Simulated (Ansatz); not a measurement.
# Decaying states in the gap of BaH2Se2, part 3 of 3

Wanted: the relaxed cell of BaH2Se2, its band edges and its decay constants. It is built by putting Se for O, Ba for Ca in the CaH2O2 structure of space group P-3m1, with the volume rescaled by atomic radii. The parent structure comes from the Materials Project.

Ansatz 0.2.0; r2SCAN DFT, plane waves, PAW files (the session's first sound run).

So far, gap on the k-mesh (eV): step 3 (band edges) 3.34.

The structure was built from a prototype and need not be the compound's stable phase.

## (6) Decaying states in the gap, plane (101), k-mesh 6×6×6

Level of this step: r2SCAN DFT, plane waves, PAW files; complex bands by layer matching along the plane's normal (Ansatz).

The same for the (101) plane, at (0, 0) and (-0.5, 0), to see how the decay depends on direction.

Input file input.yaml:

```yaml
crystal:
  lattice:
    - [8.122482123, 0.0, 0.0]
    - [1.649490969, 4.906638499, 0.0]
    - [3.298981938, 1.621541916, 3.644618197]
  atoms:
    - { symbol: Ba, position: [0.0, 0.0, 0.0] }
    - { symbol: H, position: [0.4628076174, 0.6666666667, 0.2038590493] }
    - { symbol: H, position: [0.5371923826, 0.3333333333, 0.7961409507] }
    - { symbol: Se, position: [0.2291893549, 0.6666666667, 0.4374773118] }
    - { symbol: Se, position: [0.7708106451, 0.3333333333, 0.5625226882] }
kpoints:
  mp_grid: { grid: [6, 6, 6] }
scf:
  occupations: { method: fixed }
hamiltonian:
  xc: r2scan
output:
  eigenvalues: true
  transmission:
    leads: [[0, 0]]
    kpoints: [[0.0, 0.0], [-0.5, 0.0]]
    e_range: [-1.0, 4.34]
    de: 0.09
```

The run is started by

```console
ansatz run input.yaml --threads 2 --pin off --max-ram 4096MiB --backend cpu --events-out ev --progress --plain --runs-dir out
```

Numbers of over 12 decimals in the logs are rounded to 6 here.

Log:

```text
[...]
Crystal: 5 atoms, lattice volume = 145.253 Å³
Basis set: ecut = 500 eV, 3683 PW (Γ), exchange–correlation on 240×160×160 points (64 copies of the dense FFT grid, shifted against one another)
Bands: 27, of which v1, the nominal top of the filled ones, is band 22 counted from 1 (21 counted from 0)
Symmetry: 12 space group operations
[...]
k-points: 34 of 216
[...]
SCF iter   1: F=—  HF=-16957.240123 eV  |F-HF|=—  |Δ(HF+E_count)|=         —  Δρ=2.78e-3  dr2=1.44e-2  dr2_τ=2.01e-2  ethr=1.77e-3  ⟨swp⟩=5.0  Hψ=3830  notcnv=0  defer=69
[...]
SCF iter   6: F=-16957.254382 eV  HF=-16957.254381 eV  |F-HF|=1.07e-7  |Δ(HF+E_count)|=   1.62e-6  Δρ=6.52e-6  dr2=8.11e-8  dr2_τ=3.83e-9  ethr=2.27e-10  ⟨swp⟩=10.3  Hψ=5226  notcnv=0
SCF 1 converged in 6 iterations: F = -16957.254382 eV  dr2 = 8.11e-8
[...]
transmission: 5 of 10 steps passed
transmission: 10 of 10 steps passed
SCF converged after 6 iterations
Free energy (F): -16957.254382 eV
[...]
Internal energy: -16957.254382 eV  (E = F + TS)
E sigma→0 (E₀):  -16957.254382 eV
Fermi energy:    2.652914 eV
[...]
--- Band table (eV; the first three rows and the last of 34) ---
  k-point 0: bands = [... 18 lower, 1.4181, 1.4181, 2.6529, 2.6529, 6.1718, 6.6800, 7.1092, 7.6318, ... 1 higher]
  k-point 1: bands = [... 18 lower, 1.5564, 1.5902, 2.2959, 2.4260, 6.4032, 6.9172, 7.3247, 7.8543, ... 1 higher]
  k-point 2: bands = [... 18 lower, 1.7661, 1.8749, 1.9592, 2.1414, 6.4659, 7.7742, 7.7851, 8.2932, ... 1 higher]
  k-point 33: bands = [... 18 lower, 1.5486, 1.5486, 2.4425, 2.4425, 6.6663, 7.3474, 7.3474, 7.7550, ... 1 higher]
--- Transmission ---
  basis      : 413 plane waves across, 5 finite elements along
  points     : 2, as listed
[...]
crystal 0  : Se2H2Ba1, at the sites [0, 0], period 3.6446 Å: whole cells are its period
[...]
channels       : 0.000000e0 a spin
[...]
slowest decay  : 0.3030 /Å at (0.0000, 0.0000)
```

Wall time 1.9 min (2 threads of Arm Neoverse V2, shared host); peak memory 1.8 GiB; 3.8 min of CPU time.

This step gave:

```
decay constant at the filling level, zone centre          : 0.3029 Å⁻¹
decay constant at the filling level, slowest listed point : 0.303 Å⁻¹
```

K parallel (0, 0); values up to 1.5 1/Å, a degenerate pair printed once or twice; energies at which all values exceed this have no row. The Im kz of the slowest decaying states by energy, zero at the highest filled level on the SCF mesh:

```
energy (eV)  decay 1 (Å⁻¹)  decay 2 (Å⁻¹)  decay 3 (Å⁻¹)  decay 4 (Å⁻¹)
    -1.0000          0.252          0.728          0.824          0.844
    -0.7300         0.0541         0.0801          0.731          0.824
    -0.4600          0.177          0.732          0.799          0.895
    -0.2800          0.169          0.292          0.731          0.781
    -0.0100          0.310          0.383          0.726          0.752
     0.2600          0.191          0.263          0.382          0.439
     0.5300          0.249          0.351          0.429          0.475
     0.7100          0.272          0.390          0.453          0.492
     0.9800          0.293          0.433          0.480          0.509
     1.2500          0.303          0.463          0.499          0.518
     1.5200          0.305          0.484          0.513          0.520
     1.7900          0.301          0.499          0.519          0.522
     1.9700          0.295          0.506          0.515          0.525
     2.2400          0.280          0.500          0.507          0.512
     2.5100          0.260          0.461          0.496          0.515
     2.7800          0.231          0.415          0.482          0.514
     2.9600          0.206          0.379          0.471          0.511
     3.2300          0.154          0.312          0.452          0.503
     3.5000         0.0406          0.211          0.430          0.471
     3.7700          0.404          0.439          0.473          0.488
     4.0400         0.0421          0.373          0.404          0.446
     4.2200          0.128          0.349          0.380          0.420
```

K parallel (-0.5, 0); values up to 1.5 1/Å, a degenerate pair printed once or twice; energies at which all values exceed this have no row. Table of Im kz of the slowest decaying states by energy, zero at the highest filled level on the SCF mesh:

```csv
energy (eV),decay 1 (Å⁻¹),decay 2 (Å⁻¹),decay 3 (Å⁻¹),decay 4 (Å⁻¹)
-1.00,0.290,0.649,0.847,0.920
-0.82,0.348,0.617,0.833,0.922
-0.55,0.333,0.548,0.810,0.925
-0.37,0.270,0.415,0.464,0.794
-0.19,0.078,0.465,0.514,0.776
-0.01,0.234,0.242,0.478,0.536
0.08,0.292,0.292,0.483,0.540
0.26,0.366,0.374,0.490,0.542
0.53,0.434,0.494,0.495,0.535
0.71,0.466,0.496,0.526,0.595
0.89,0.49,0.494,0.516,0.589
1.16,0.489,0.496,0.517,0.587
1.34,0.480,0.484,0.530,0.584
1.52,0.463,0.477,0.540,0.580
1.79,0.434,0.464,0.550,0.572
1.97,0.413,0.454,0.554,0.564
2.15,0.389,0.442,0.555,0.556
2.42,0.347,0.422,0.538,0.539
2.60,0.315,0.406,0.515,0.526
2.78,0.277,0.389,0.490,0.510
3.05,0.203,0.358,0.449,0.484
3.23,0.127,0.333,0.417,0.463
3.50,0.286,0.361,0.425,0.520
3.68,0.244,0.313,0.395,0.499
3.86,0.18,0.242,0.359,0.458
4.13,0.0792,0.171,0.280,0.384
4.31,0.199,0.231,0.322,0.460
```

At the listed wavevectors the last open channel is at -0.01 eV and the next at +3.41 eV on the grid. At +1.70 eV, the grid energy nearest the filling level (the middle of the gap on the SCF mesh), the slowest state at the listed wavevectors decays with κ = 0.303 Å⁻¹, its amplitude falling by e over 3.3 Å; the first such run, plane (100), gave 0.268 Å⁻¹.

## (7) Band edges at another level, cutoff 420 eV

This step: PBE DFT, plane waves, PAW files (Ansatz 0.2.0).

The edges again with PBE, at the same atoms. Against that run the cutoff is 420 eV against 500.

Input file input.yaml:

```yaml
crystal:
  lattice:
    - [5.1764777424, 0.0, 0.0]
    - [-2.5882388712, 4.482961227, 0.0]
    - [0.0, 0.0, 6.2592966078]
  atoms:
    - { symbol: Ba, position: [0.0, 0.0, 0.0] }
    - { symbol: H, position: [0.6666666667, 0.3333333333, 0.5371923826] }
    - { symbol: H, position: [0.3333333333, 0.6666666667, 0.4628076174] }
    - { symbol: Se, position: [0.6666666667, 0.3333333333, 0.7708106451] }
    - { symbol: Se, position: [0.3333333333, 0.6666666667, 0.2291893549] }
kpoints:
  mp_grid: { grid: [6, 6, 4] }
  band_path: { path: [VBM, CBM], npoints: 30 }
scf:
  occupations: { method: fixed }
hamiltonian:
  xc: pbe
output:
  eigenvalues: true
```

Log:

```text
[...]
Crystal: 5 atoms, lattice volume = 145.253 Å³
Basis set: ecut = 420 eV, 2835 PW (Γ)
Bands: 27, of which v1, the nominal top of the filled ones, is band 22 counted from 1 (21 counted from 0)
Symmetry: 12 space group operations
[...]
k-points: 24 of 144
[...]
SCF iter   1: F=—  HF=-16923.447775 eV  |F-HF|=—  |Δ(HF+E_count)|=         —  Δρ=1.23e-3  dr2=2.86e-3  ethr=1.77e-3  ⟨swp⟩=5.0  Hψ=2689  notcnv=0  defer=50
[...]
SCF iter   7: F=-16923.449036 eV  HF=-16923.449035 eV  |F-HF|=7.69e-8  |Δ(HF+E_count)|=   6.02e-7  Δρ=2.17e-6  dr2=1.96e-8  ethr=2.27e-10  ⟨swp⟩=4.8  Hψ=2185  notcnv=0
SCF 1 converged in 7 iterations: F = -16923.449036 eV  dr2 = 1.96e-8
[...]
SCF converged after 7 iterations
Free energy (F): -16923.449036 eV
[...]
Internal energy: -16923.449036 eV  (E = F + TS)
E sigma→0 (E₀):  -16923.449036 eV
Fermi energy:    2.953087 eV
[...]
--- Band table (eV; the first three rows and the last of 24) ---
  k-point 0: bands = [... 18 lower, 1.7176, 1.7176, 2.9531, 2.9531, 5.9615, 6.6473, 6.9858, 7.4340, ... 1 higher]
  k-point 1: bands = [... 18 lower, 1.7748, 1.7748, 2.8532, 2.8532, 6.4397, 6.6472, 7.2967, 7.2967, ... 1 higher]
  k-point 2: bands = [... 18 lower, 1.8428, 1.8428, 2.7442, 2.7442, 6.5450, 7.1734, 7.1734, 7.6850, ... 1 higher]
  k-point 23: bands = [... 18 lower, 1.9084, 2.2178, 2.2178, 2.4341, 7.3722, 7.3722, 7.8439, 8.4931, ... 1 higher]
```

It took 9.4 s on 2 threads; peak memory 0.41 GiB; 18 s of CPU time.

This step gave:

```
free energy        : -16923.4490 eV
Fermi energy       : 2.953 eV
gap on the k-mesh  : 2.975 eV
gap on path        : 2.975 eV, by band count; negative where bands overlap
direct gap on path : 3.008 eV
```

Electronic bands along the path, in eV, zero at the Fermi level (highest filled level under fixed occupations); v1 is the highest filled band, c1 the lowest empty one:

```csv
point,v4,v3,v2,v1,c1,c2,c3,c4
VBM,-1.24,-1.24,0.00,0.00,3.01,3.69,4.03,4.48
halfway,-1.03,-1.02,-0.71,-0.21,3.29,3.87,4.14,4.88
CBM,-1.47,-0.67,-0.56,-0.50,2.98,4.36,4.56,5.37
```

The electronic bands as a text plot (rows in eV, shown from -4.5 to 4.5 only; labels by their first letter):

```
    4.3 |+                          +++++++++++++++++++++++++++++
    3.9 |++++++++++++++++++++++++++++++++++++++++
    3.5 |+++++++++++++++++++++
    3.2 |++++++++++++++       ++++++++++++++++++++++++++++++
    2.8 |                                                   +++++
    2.4 |
    2.1 |
    1.7 |
    1.3 |
    0.9 |
    0.6 |
    0.2 |
   -0.2 |****************************************
   -0.6 |                ****************************************
   -0.9 |                *********************************
   -1.3 |*********************            ***********************
   -1.7 |
   -2.0 |
   -2.4 |
   -2.8 |
   -3.2 |************
   -3.5 |            ************************************
   -3.9 |                                    ********************
   -4.3 |************************************
         V                                                      C
```

The searched edges give 2.98 eV, as on the mesh.

## (8) Complex bands at another level, cutoff 420 eV

This step: PBE DFT, plane waves, PAW files; complex bands by layer matching along the plane's normal (Ansatz 0.2.0).

The complex bands at that level, over its own gap, at (0, 0) and (-0.5, 0).

Input file input.yaml:

```yaml
crystal:
  lattice:
    - [5.176477742, 0.0, 0.0]
    - [0.0, 6.259296608, 0.0]
    - [2.588238871, 0.0, 4.482961227]
  atoms:
    - { symbol: Ba, position: [0.0, 0.0, 0.0] }
    - { symbol: H, position: [0.6666666667, 0.5371923826, 0.6666666667] }
    - { symbol: H, position: [0.3333333333, 0.4628076174, 0.3333333333] }
    - { symbol: Se, position: [0.6666666667, 0.7708106451, 0.6666666667] }
    - { symbol: Se, position: [0.3333333333, 0.2291893549, 0.3333333333] }
kpoints:
  mp_grid: { grid: [6, 4, 6] }
scf:
  occupations: { method: fixed }
hamiltonian:
  xc: pbe
output:
  eigenvalues: true
  transmission:
    leads: [[0, 0]]
    kpoints: [[0.0, 0.0], [-0.5, 0.0]]
    e_range: [-1.0, 3.98]
    de: 0.12
```

Log:

```text
[...]
Crystal: 5 atoms, lattice volume = 145.253 Å³
Basis set: ecut = 420 eV, 2835 PW (Γ)
Bands: 27, of which v1, the nominal top of the filled ones, is band 22 counted from 1 (21 counted from 0)
Symmetry: 12 space group operations
[...]
k-points: 24 of 144
[...]
SCF iter   1: F=—  HF=-16923.447833 eV  |F-HF|=—  |Δ(HF+E_count)|=         —  Δρ=1.23e-3  dr2=2.83e-3  ethr=1.77e-3  ⟨swp⟩=5.0  Hψ=2680  notcnv=0  defer=51
[...]
SCF iter   7: F=-16923.449036 eV  HF=-16923.449035 eV  |F-HF|=8.44e-8  |Δ(HF+E_count)|=   6.29e-7  Δρ=2.25e-6  dr2=2.10e-8  ethr=2.27e-10  ⟨swp⟩=4.8  Hψ=2212  notcnv=0
SCF 1 converged in 7 iterations: F = -16923.449036 eV  dr2 = 2.10e-8
[...]
transmission: 6 of 12 steps passed
transmission: 12 of 12 steps passed
SCF converged after 7 iterations
Free energy (F): -16923.449036 eV
[...]
Internal energy: -16923.449036 eV  (E = F + TS)
E sigma→0 (E₀):  -16923.449036 eV
Fermi energy:    2.953085 eV
[...]
--- Band table (eV; the first three rows and the last of 24) ---
  k-point 0: bands = [... 18 lower, 1.7176, 1.7176, 2.9531, 2.9531, 5.9615, 6.6473, 6.9858, 7.4340, ... 1 higher]
  k-point 1: bands = [... 18 lower, 1.8135, 1.8643, 2.5132, 2.8501, 6.3504, 6.5533, 6.9296, 7.6348, ... 1 higher]
  k-point 2: bands = [... 18 lower, 1.7432, 2.0490, 2.2944, 2.6162, 6.1009, 6.9837, 7.3674, 8.0441, ... 1 higher]
  k-point 23: bands = [... 18 lower, 1.9084, 2.2178, 2.2178, 2.4341, 7.3722, 7.3722, 7.8439, 8.4931, ... 1 higher]
--- Transmission ---
  basis      : 285 plane waves across, 6 finite elements along
  points     : 2, as listed
[...]
crystal 0  : H2Se2Ba1, at the sites [0, 0], period 4.4830 Å: whole cells are its period
[...]
channels       : 0.000000e0 a spin
[...]
slowest decay  : 0.2417 /Å at (0.0000, 0.0000)
```

Elapsed: 33 s, on 2 threads; peak memory 0.88 GiB.

Numbers from this step:

* level to which the leads are filled: 1.488 eV from the Fermi level
* decay constant at the filling level, zone centre: 0.2417 Å⁻¹
* decay constant at the filling level, slowest listed point: 0.2417 Å⁻¹

K parallel (0, 0); values up to 1.5 1/Å, a degenerate pair printed once or twice; energies at which all values exceed this have no row. Im kz of the slowest decaying states against energy, zero at the highest filled level on the SCF mesh:

| energy (eV) | decay 1 (Å⁻¹) | decay 2 (Å⁻¹) | decay 3 (Å⁻¹) | decay 4 (Å⁻¹) |
| --- | --- | --- | --- | --- |
| -1.00 | 0.0348 | 0.738 | 0.752 | 0.850 |
| -0.76 | 0.0492 | 0.709 | 0.720 | 0.844 |
| -0.52 | 0.681 | 0.702 | 0.827 | 0.843 |
| -0.28 | 0.223 | 0.678 | 0.684 | 0.810 |
| -0.04 | 0.298 | 0.667 | 0.697 | 0.791 |
| 0.20 | 0.130 | 0.289 | 0.342 | 0.649 |
| 0.44 | 0.181 | 0.370 | 0.394 | 0.631 |
| 0.68 | 0.210 | 0.387 | 0.453 | 0.611 |
| 0.92 | 0.228 | 0.397 | 0.489 | 0.591 |
| 1.16 | 0.238 | 0.400 | 0.512 | 0.569 |
| 1.40 | 0.242 | 0.399 | 0.525 | 0.545 |
| 1.76 | 0.237 | 0.387 | 0.506 | 0.532 |
| 2.00 | 0.226 | 0.371 | 0.478 | 0.530 |
| 2.24 | 0.208 | 0.345 | 0.446 | 0.523 |
| 2.48 | 0.181 | 0.305 | 0.411 | 0.505 |
| 2.72 | 0.141 | 0.237 | 0.371 | 0.474 |
| 2.96 | 0.0605 | 0.0632 | 0.324 | 0.444 |
| 3.20 | 0.266 | 0.416 | 0.451 | 0.592 |
| 3.44 | 0.0312 | 0.214 | 0.388 | 0.420 |
| 3.68 | 0.178 | 0.357 | 0.381 | 0.515 |
| 3.92 | 0.0825 | 0.106 | 0.320 | 0.331 |

K parallel (-0.5, 0); values up to 1.5 1/Å, a degenerate pair printed once or twice; energies at which all values exceed this have no row. Table of Im kz of the slowest decaying states by energy, zero at the highest filled level on the SCF mesh:

```
energy (eV)  decay 1 (Å⁻¹)  decay 2 (Å⁻¹)  decay 3 (Å⁻¹)  decay 4 (Å⁻¹)
      -1.00          0.157          0.213          0.857          0.990
      -0.64         0.0741          0.850          0.977              -
      -0.28          0.275          0.841          0.961              -
      -0.04          0.149          0.327          0.834          0.950
       0.08          0.208          0.345          0.830          0.945
       0.44          0.298          0.378          0.817          0.928
       0.80          0.341          0.391          0.803          0.912
       1.16          0.363          0.389          0.786          0.896
       1.40          0.370          0.380          0.774          0.887
       1.76          0.356          0.371          0.753          0.874
       2.12          0.316          0.363          0.729          0.865
       2.48          0.254          0.346          0.701          0.861
       2.84          0.141          0.321          0.667          0.865
       3.20          0.287          0.627          0.886           1.18
       3.56          0.245          0.576          0.960           1.08
       3.92          0.192          0.510          0.955           1.09
```

At the listed wavevectors the last open channel is at -0.04 eV and the next at +3.08 eV on the grid. At +1.52 eV, the grid energy nearest the filling level (the middle of the gap on the SCF mesh), the slowest state at the listed wavevectors decays with κ = 0.242 Å⁻¹, its amplitude falling by e over 4.1 Å; the first such run, plane (100), gave 0.268 Å⁻¹ over as many of its listed wavevectors.

## (9) A check of the settings

This step: r2SCAN DFT, plane waves, PAW files; complex bands by layer matching along the plane's normal; changed: output.transmission.e_range = [1, -1], scf.max_iter = 75 (Ansatz 0.2.0).

This run repeats an earlier one, its twin (the complex run, plane (100)), with two settings changed (output.transmission.e_range, scf.max_iter; files written aside). The setting was drawn as a possible misstep, on purpose. Where the input is shown as a difference, that is against the step before, not the twin.

input.yaml: that of step 8 with these lines changed.

```diff
@@ -15,4 +15,5 @@
   occupations: { method: fixed }
+  max_iter: 75
 hamiltonian:
-  xc: pbe
+  xc: r2scan
 output:
@@ -21,4 +22,4 @@
     leads: [[0, 0]]
-    kpoints: [[0.0, 0.0], [-0.5, 0.0]]
-    e_range: [-1.0, 3.98]
-    de: 0.12
+    kpoints: [[0.0, 0.0], [-0.5, 0.0], [0.5, 0.0]]
+    e_range: [1, -1]
+    de: 0.13
```

Log:

```text
Error: invalid value for `output.transmission.e_range`: [1, -1] eV must be finite with min < max
```

Wall time 0.13 s (2 threads); peak memory 0.091 GiB.

The input was rejected at the start.

The program's message: “Error: invalid value for `output.transmission.e_range`: [1, -1] eV must be finite with min < max”

The change that led to it: output.transmission.e_range = [1, -1].

## (10) Results

```
band gap                                         : 3.34 eV
least decay constant at mid-gap, normal to (100) : 0.268 Å⁻¹
least decay constant at mid-gap, normal to (101) : 0.303 Å⁻¹
least decay constant on a mesh, normal to (100)  : 0.268 Å⁻¹
least decay constant, PBE                        : 0.242 Å⁻¹
```

What this shows: With r2SCAN, the slowest decay at the wavevectors tried is κ = 0.268 Å⁻¹, normal to (100). Through such a film the transmission near mid-gap falls as exp(−2κd), a factor of ten every 4.3 Å. The directions tried decay at nearly the same rate. A free electron under a barrier of half the gap would need a mass of 0.16 mₑ to decay at this rate. With PBE the gap goes from 3.34 to 2.98 eV and the decay constant, over the first 2 listed wavevectors, from 0.268 to 0.242 Å⁻¹. The compound is made up by substitution; its stability against other phases and against distortions of the cell's symmetry was not tested. r2SCAN still narrows gaps, if less than LDA and GGA do, so real decay constants are likely larger.

[Logs are printed without paths, hosts, clocks, repeated set-up lines and the standing remarks that a program may print on its own settings, such as how far it seeks lower states.]

[Hosts, paths, dates, database ids (printed as entryN), source tags and the programs' standing remarks are cut or masked in the printed files.]
